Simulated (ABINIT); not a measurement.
# KF (Carobbiite): G0W0 in ABINIT against the wavefunction cutoff in GW

How does the gap of KF (Carobbiite) converge in the wavefunction cutoff in GW?

Method: LDA and many-body steps on it, plane waves, in ABINIT 10.8.3.

Report form: the programs' logs are mostly left out.

**1. Starting point**

Symmetry: Fm-3m, No. 225, cubic system. The conventional cell has a = 5.344 Å, b = 5.344 Å, c = 5.344 Å, α = 90.00°, β = 90.00°, γ = 90.00°. K has 6 F at 2.67 Å nearest. Nearest to F lie 6 K at 2.67 Å. Farther neighbours and most contacts between anions are not listed.

The cell and positions come from the Crystallography Open Database and are kept as given unless a step says otherwise.

**2. Screening, 4×4×4 mesh, 29 bands, screening to 106.1 eV**

This step: ABINIT 10.8.3; RPA screening on LDA, plane waves, norm-conserving pseudopotentials.

The RPA dielectric matrix is built and inverted for each q.

Contents of run.abi:

```
acell 3*1.0 Angstrom
rprim 
  -0.000000000000 2.671850000000 2.671850000000
  2.671850000000 -0.000000000000 2.671850000000
  2.671850000000 2.671850000000 0.000000000000
ntypat 2
znucl 19 9
natom 2
typat 1 2
xred 
  0.000000000000 0.000000000000 0.000000000000
  0.500000000000 0.500000000000 0.500000000000
pp_dirpath "pseudos"
pseudos "K.upf, F.upf"
ecut 36
ngkpt 4 4 4
nshiftk 1
shiftk 0 0 0
kptopt 1
chksymbreak 0
istwfk *1
occopt 1
irdwfk 1
optdriver 3
nband 29
ecuteps 3.9
inclvkb 2
awtr 1
symchi 1
ecutwfn 10.8
indata_prefix "in"
outdata_prefix "out"
tmpdata_prefix "tmp"
```

Command:

```sh
OMP_NUM_THREADS=1 mpirun -n 4 abinit run.abi > log
```

It took 3.2 s on 4 MPI ranks of Arm Neoverse V1, shared host; peak memory 0.27 GiB.

Numbers from this step:

```yaml
eps_infinity_with_local_fields_on_this_mesh_along_the_program_s_q_direction: 2.013
the_same_without_local_fields: 2.230
plasma_frequency: 23.93 eV
plane_waves_in_the_screening_matrix: 113
```

Local fields lower ε∞ by 10 %. On a Γ-centred mesh this coarse the value itself is usually too large, while a short band sum pulls it down.

**3. 10.8 Ha**

This step: G0W0 on LDA, plane waves, norm-conserving pseudopotentials.

run.abi, as its differences from that of step 2:

```diff
@@ -23,8 +23,15 @@
 irdwfk 1
-optdriver 3
+optdriver 4
 nband 29
+gwcalctyp 0
+ecutsigx 10.8
+symsigma 1
+nkptgw 1
+kptgw 
+  0.0000000000 0.0000000000 0.0000000000
+bdgw 
+  6 12
 ecuteps 3.9
-inclvkb 2
-awtr 1
-symchi 1
+irdscr 1
+ppmodel 1
 ecutwfn 10.8
```

Run time: 2.3 s. Hardware: 4 MPI ranks; peak memory 0.08 GiB; 9 s of CPU time.

This step gave:

```
G0W0 gap on the points computed              : 9.499 eV
starting gap on the mesh                     : 5.821 eV
k of the valence top                         : 0, 0, 0
k of the conduction bottom                   : 0, 0, 0
Z at the valence top                         : 0.825
Z at the conduction bottom                   : 0.898
least direct G0W0 gap on the computed points : 9.499 eV
```

**4. Screening, 4×4×4 mesh, 29 bands, screening to 106.1 eV**

This step: RPA screening on LDA, plane waves, norm-conserving pseudopotentials.

run.abi, as its differences from that of step 3:

```diff
@@ -23,16 +23,9 @@
 irdwfk 1
-optdriver 4
+optdriver 3
 nband 29
-gwcalctyp 0
-ecutsigx 10.8
-symsigma 1
-nkptgw 1
-kptgw 
-  0.0000000000 0.0000000000 0.0000000000
-bdgw 
-  6 12
 ecuteps 3.9
-irdscr 1
-ppmodel 1
-ecutwfn 10.8
+inclvkb 2
+awtr 1
+symchi 1
+ecutwfn 18
 indata_prefix "in"
```

The job ended after 3.1 s (4 MPI ranks; peak memory 0.31 GiB; 12 s of CPU time).

This step gave:

```yaml
eps_infinity_with_local_fields_on_this_mesh_along_the_program_s_q_direction: 1.952
the_same_without_local_fields: 2.151
plasma_frequency: 24.03 eV
plane_waves_in_the_screening_matrix: 113
```

**5. 18 Ha**

The self-energy is evaluated for the states that the input lists, and the levels follow from it, in one-shot runs by the linearised quasiparticle equation.

This step: G0W0 on LDA, plane waves, norm-conserving pseudopotentials.

run.abi, as its differences from that of step 4:

```diff
@@ -23,8 +23,15 @@
 irdwfk 1
-optdriver 3
+optdriver 4
 nband 29
+gwcalctyp 0
+ecutsigx 18
+symsigma 1
+nkptgw 1
+kptgw 
+  0.0000000000 0.0000000000 0.0000000000
+bdgw 
+  6 12
 ecuteps 3.9
-inclvkb 2
-awtr 1
-symchi 1
+irdscr 1
+ppmodel 1
 ecutwfn 18
```

Run time: 2.4 s. Hardware: 4 MPI ranks; peak memory 0.09 GiB; 9.2 s of CPU time.

Numbers from this step:

```yaml
g0w0_gap_on_the_points_computed: 9.801 eV
starting_gap_on_the_mesh: 5.821 eV
k_of_the_valence_top: 0, 0, 0
k_of_the_conduction_bottom: 0, 0, 0
z_at_the_valence_top: 0.809
z_at_the_conduction_bottom: 0.898
least_direct_g0w0_gap_on_the_computed_points: 9.801 eV
```

The gap on the mesh goes from 5.82 eV to 9.80 eV, a correction of +3.98 eV.

**6. Screening, 4×4×4 mesh, 29 bands, screening to 106.1 eV**

This step: RPA screening on LDA, plane waves, norm-conserving pseudopotentials.

run.abi, as its differences from that of step 5:

```diff
@@ -23,16 +23,9 @@
 irdwfk 1
-optdriver 4
+optdriver 3
 nband 29
-gwcalctyp 0
-ecutsigx 18
-symsigma 1
-nkptgw 1
-kptgw 
-  0.0000000000 0.0000000000 0.0000000000
-bdgw 
-  6 12
 ecuteps 3.9
-irdscr 1
-ppmodel 1
-ecutwfn 18
+inclvkb 2
+awtr 1
+symchi 1
+ecutwfn 27
 indata_prefix "in"
```

Wall time 4.4 s (4 MPI ranks); peak memory 0.38 GiB; 17 s of CPU time.

Numbers from this step:

| Quantity | Value |
| --- | --- |
| ε∞ with local fields, on this mesh, along the program's q direction | 1.935 |
| the same without local fields | 2.131 |
| plasma frequency | 24.05 eV |
| plane waves in the screening matrix | 113 |

**7. 27 Ha**

This step: G0W0 on LDA, plane waves, norm-conserving pseudopotentials.

run.abi, as its differences from that of step 6:

```diff
@@ -23,8 +23,15 @@
 irdwfk 1
-optdriver 3
+optdriver 4
 nband 29
+gwcalctyp 0
+ecutsigx 27
+symsigma 1
+nkptgw 1
+kptgw 
+  0.0000000000 0.0000000000 0.0000000000
+bdgw 
+  6 12
 ecuteps 3.9
-inclvkb 2
-awtr 1
-symchi 1
+irdscr 1
+ppmodel 1
 ecutwfn 27
```

The job ended after 2.6 s (4 MPI ranks; peak memory 0.12 GiB; 9.9 s of CPU time).

Numbers from this step:

```yaml
g0w0_gap_on_the_points_computed: 9.901 eV
starting_gap_on_the_mesh: 5.821 eV
k_of_the_valence_top: 0, 0, 0
k_of_the_conduction_bottom: 0, 0, 0
least_direct_g0w0_gap_on_the_computed_points: 9.901 eV
```

Against the run before, the gap moves by +0.100 eV.

**8. Screening, 4×4×4 mesh, 29 bands, screening to 106.1 eV**

This step: RPA screening on LDA, plane waves, norm-conserving pseudopotentials.

run.abi, as its differences from that of step 7:

```diff
@@ -23,16 +23,8 @@
 irdwfk 1
-optdriver 4
+optdriver 3
 nband 29
-gwcalctyp 0
-ecutsigx 27
-symsigma 1
-nkptgw 1
-kptgw 
-  0.0000000000 0.0000000000 0.0000000000
-bdgw 
-  6 12
 ecuteps 3.9
-irdscr 1
-ppmodel 1
-ecutwfn 27
+inclvkb 2
+awtr 1
+symchi 1
 indata_prefix "in"
```

It took 4.3 s on 4 MPI ranks; peak memory 0.42 GiB.

This step gave:

```yaml
eps_infinity_with_local_fields_on_this_mesh_along_the_program_s_q_direction: 1.934
the_same_without_local_fields: 2.129
plasma_frequency: 24.05 eV
plane_waves_in_the_screening_matrix: 113
```

**9. 36 Ha**

This step: G0W0 on LDA, plane waves, norm-conserving pseudopotentials.

run.abi, as its differences from that of step 8:

```diff
@@ -23,8 +23,15 @@
 irdwfk 1
-optdriver 3
+optdriver 4
 nband 29
+gwcalctyp 0
+ecutsigx 36
+symsigma 1
+nkptgw 1
+kptgw 
+  0.0000000000 0.0000000000 0.0000000000
+bdgw 
+  6 12
 ecuteps 3.9
-inclvkb 2
-awtr 1
-symchi 1
+irdscr 1
+ppmodel 1
 indata_prefix "in"
```

It took 2.8 s on 4 MPI ranks; peak memory 0.14 GiB.

Numbers from this step:

```
G0W0 gap on the points computed              : 9.927 eV
starting gap on the mesh                     : 5.821 eV
k of the valence top                         : 0, 0, 0
k of the conduction bottom                   : 0, 0, 0
least direct G0W0 gap on the computed points : 9.927 eV
```

Against the run before, the gap moves by +0.026 eV.

**10. Side by side**

Times are wall times on 4 MPI ranks of Arm Neoverse V1, shared host, good to a factor of about two. A run's time includes the screening step that it read.

```csv
run,mesh,bands,screening cutoff (eV),DFT gap (eV),gap on the mesh (eV),direct (eV),ε∞ used,time
10.8 Ha,4×4×4,29,106.1,5.821,9.499,9.499,2.01,5.5 s
18 Ha,4×4×4,29,106.1,5.821,9.801,9.801,1.95,5.5 s
27 Ha,4×4×4,29,106.1,5.821,9.901,9.901,1.94,7 s
36 Ha,4×4×4,29,106.1,5.821,9.927,9.927,1.93,7.1 s
```

**11. Results**

```
10.8 Ha      : 9.499 eV
18 Ha        : 9.801 eV
27 Ha        : 9.901 eV
36 Ha        : 9.927 eV
known limits : not at the basis limit; coarse k mesh
```

What this shows: The setting moved: wavefunction cutoff in GW. From 10.8 Ha to 36 Ha the gap moves by +0.43 eV. The last step still moves it by +0.026 eV. Bands and screening cutoff are coupled, so a series along one setting does not show full convergence. The exchange cutoff follows the wavefunction cutoff here. Bands and cutoff are finite, so the gap is not at the basis limit. The miss can reach some tenths of an eV and take either sign; the mesh is an error of its own. In the first G0W0 run levels were corrected at 1 k point alone, so a gap called «on the mesh» is the least over those, and an edge elsewhere would be missed. The 4×4×4 mesh is coarse for this cell, which bears on the long-range parts of exchange and screening.

[Paths, hosts, dates, memory and timing lines, banners, echoed tables and standing remarks are left out of the program output.]

[Logs are printed without paths, hosts, clocks, repeated set-up lines and the standing remarks that a program may print on its own settings, such as how far it seeks lower states.]

[Runs of the session that timed out or met a known fault of the program may be left out.]

[No measured gap is set beside runs whose start may be inverted or whose files or cutoffs have a known fault.]

[Hosts, paths, dates, database ids (printed as entryN), source tags and the programs' standing remarks are cut or masked in the printed files.]

[G0W0 gaps are taken among the corrected bands and points alone; a level outside them can change the order at an edge.]

[Where Ansatz stands beside ABINIT at settings called matched, ABINIT's density can come from a denser mesh and the files from another edition; pairs whose starting gaps differed by over 0.03 eV were left out, so agreement reads better than it is.]
